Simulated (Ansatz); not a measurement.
# MoS2 monolayer (2H): the cell at rest, part 2 of 2

Task: relax MoS2 monolayer (2H) tightly.

Ansatz 0.2.0; DFT PBEsol, scalar-relativistic, plane waves, PAW.

So far. Step 2 (A coarse first look): The coarse mesh shows a gap of 1.65 eV.

### Step 4. Relaxation (continued)

Valence density in the ac plane at fractional y = 0.333, with atoms of S within 0.2 Å of it. It is the smooth field of the valence electrons, not physical close to the nuclei.

Ten even steps from '0' (0.0 e/Å³) to '9' (1.0 e/Å³), each cell a mean:
```
0000000000000000
0000000000000000
0000000000000000
0000000000000000
0000000000000000
0000000000000000
0000000000000000
0000000000000000
0000000000000000
0000000000000000
0000000000000000
0000000000000000
0000000000000000
0000000011111100
3211124799768985
4455544456666554
4444444567667765
2111124688768874
0000000000000000
0000000000000000
0000000000000000
0000000000000000
0000000000000000
0000000000000000
```
Columns run along a (3.1 Å), rows up along c (30.0 Å). Atoms in or near the plane, at fractional coordinates: S at (0.67, 0.39), S at (0.67, 0.28).

### Step 5. Relaxing to small forces for the phonons

Phonons need a cell at rest on their own settings, so the relaxation is repeated with tight tolerances on forces and stress, using the mesh and the filling of the phonon run that follows.

Contents of input.yaml:

```yaml
crystal:
  lattice:
    - [3.1404963714, 0.0, 0.0]
    - [-1.5702481857, 2.7197496381, 0.0]
    - [0.0, 0.0, 30.0]
  atoms:
    - { symbol: Mo, position: [0.3333333333, 0.6666666667, 0.3333333333] }
    - { symbol: S, position: [0.6666666667, 0.3333333333, 0.3852798264] }
    - { symbol: S, position: [0.6666666667, 0.3333333333, 0.2813868402] }
  periodic: [true, true, false]
kpoints:
  mp_grid: { grid: [12, 12, 1] }
hamiltonian:
  xc: pbesol
scf:
  occupations: { method: fixed }
output:
  forces: true
  stress: true
  eigenvalues: true
  write_density: true
  write_potential: true
  elf: true
  volumetric_format: npy
relax:
  adjacent_minimum: "off"
  f_tol: 0.001
  max_steps: 60
  cell: { stress_2d_tol: 0.002 }
```

The run is started by

```bash
$ ansatz run input.yaml --threads 8 --pin off --max-ram 14336MiB --backend cpu --events-out ev --progress --plain --runs-dir out
```

Numbers of over 12 decimals in the logs are rounded to 6 here.

Log:

```text
[...]
Crystal: 3 atoms, lattice volume = 256.241 Å³
Basis set: ecut = 420 eV, 4961 PW (Γ), exchange–correlation on 48×48×432 points (8 copies of the dense FFT grid, shifted against one another)
Bands: 17, of which v1, the nominal top of the filled ones, is band 13 counted from 1 (12 counted from 0)
Symmetry: 12 space group operations
[...]
--- Relaxed structure (1 steps of the walk, 1 accepted, 1 SCFs on fresh bases) ---
[...]
cell:  # Å, volume = 256.2409 Å³
    - [3.140496, 0.0, 0.0]
    - [-1.570248, 2.719750, 0.0]
    - [0.0, 0.0, 30.0]
  atoms:
    - { symbol: Mo, position: [0.333333, 0.666667, 0.333333] }
    - { symbol: S, position: [0.666667, 0.333333, 0.385280] }
    - { symbol: S, position: [0.666667, 0.333333, 0.281387] }
[key lines of the parts left out:]
SCF converged after 8 iterations
Free energy (F): -6670.142174 eV
Fermi energy:    -5.968596 eV
P = ½ c Tr σ = 0.0009 N/m
```

The job ended after 5.7 s (8 threads of Arm Neoverse V1, shared host; peak memory 0.65 GiB).

Little changed from the start: no atom moved by 0.005 Å and no cell edge by 0.1 %.

Valence density in the ac plane at fractional y = 0.333, with atoms of S within 0.2 Å of it. It is the smooth field of the valence electrons, not physical close to the nuclei.

Ten even steps from '0' (0.0 e/Å³) to '9' (1.0 e/Å³), each cell a mean:
```
0000000000000000
0000000000000000
0000000000000000
0000000000000000
0000000000000000
0000000000000000
0000000000000000
0000000000000000
0000000000000000
0000000000000000
0000000000000000
0000000000000000
0000000000000000
0000000011111100
3211124799768985
4455544456666554
4444444567667765
2111124688768874
0000000000000000
0000000000000000
0000000000000000
0000000000000000
0000000000000000
0000000000000000
```
Columns run along a (3.1 Å), rows up along c (30.0 Å). Atoms in or near the plane, at fractional coordinates: S at (0.67, 0.39), S at (0.67, 0.28).

Electrostatic potential energy in the ac plane at fractional y = 0.333, with atoms of S within 0.2 Å of it. With pseudopotentials it is smooth inside the atoms' cores, unlike the true potential.

Ten even steps from '_' (-32 eV) to '@' (0 eV), each cell a mean:
```
@@@@@@@@@@@@@@@@@@@@@@@@@@@@@@@@
@@@@@@@@@@@@@@@@@@@@@@@@@@@@@@@@
@@@@@@@@@@@@@@@@@@@@@@@@@@@@@@@@
@@@@@@@@@@@@@@@@@@@@@@@@@@@@@@@@
@@@@@@@@@@@@@@@@@@@@@@@@@@@@@@@@
@@@@@@@@@@@@@@@@@@@@@@@@@@@@@@@@
@@@@@@@@@@@@@@@@@@@@@@@@@@@@@@@@
@@@@@@@@@@@@@@@@@@@@@@@@@@@@@@@@
@@@@@@@@@@@@@@@@@@@@@@@@@@@@@@@@
@@@@@@@@@@@@@@@@@@@@@@@@@@@@@@@@
@@@@@@@@@@@@@@@@@@@@@@@@@@@@@@@@
@@@@@@@@@@@@@@@@@@@@@@@@@@@@@@@@
@@@@@@@@@@@@@@@@@@@@@@@@@@@@@@@@
@@@@@@@@@@@@@@@@@@@@%%%%@@@@@@@@
##%%@@@@%%%%**::____________..++
**++====++++****++++++++++++****
******++******++==--------==++**
%%%%@@@@@@%%##==::..........--**
@@@@@@@@@@@@@@@@@@@@@@@@@@@@@@@@
@@@@@@@@@@@@@@@@@@@@@@@@@@@@@@@@
@@@@@@@@@@@@@@@@@@@@@@@@@@@@@@@@
@@@@@@@@@@@@@@@@@@@@@@@@@@@@@@@@
@@@@@@@@@@@@@@@@@@@@@@@@@@@@@@@@
@@@@@@@@@@@@@@@@@@@@@@@@@@@@@@@@
```
Columns run along a (3.1 Å; values clipped at the 3rd and 97th percentile), rows up along c (30.0 Å). Atoms in or near the plane, at fractional coordinates: S at (0.67, 0.39), S at (0.67, 0.28).

ELF in the ac plane at fractional y = 0.333, with atoms of S within 0.2 Å of it. It is the smooth field of the valence electrons, not physical close to the nuclei.

Ten even steps from '0' (0.00) to '9' (0.85), each cell a mean:
```
0000000000000000
0000000000000000
0000000000000000
0000000000000000
0000000000000000
0000000000000000
0000000000000000
0000000000000000
0000000000000000
0000000000000000
0000000000000000
0000000000000000
0000000001111000
2000024689999875
7411369997546899
3322334555555654
4322245676556665
7411369997667999
2000013567887764
0000000000000000
0000000000000000
0000000000000000
0000000000000000
0000000000000000
```
Columns run along a (3.1 Å), rows up along c (30.0 Å). Atoms in or near the plane, at fractional coordinates: S at (0.67, 0.39), S at (0.67, 0.28).

The largest force component left is 0.054 meV/Å, within the tolerances set.

### Step 6. What came out

| Quantity | Value |
| --- | --- |
| space group after relaxation (within 0.01 Å) | P-6m2 |
| lattice constant a | 3.140 Å |
| lattice constant b | 3.140 Å |
| area per atom | 2.85 Å² |
| gap on the k-mesh | 1.81 eV |

**Reading.** The largest force component left is 0.054 meV/Å, within the tolerances set. The relaxation keeps the symmetry of its start, so it says nothing on stability against lower symmetry. The starting cell was built on a prototype and not taken from a measurement.

[Logs are printed without paths, hosts, clocks, repeated set-up lines and the standing remarks that a program may print on its own settings, such as how far it seeks lower states.]

[Hosts, paths, dates, database ids (printed as entryN), source tags and the programs' standing remarks are cut or masked in the printed files.]
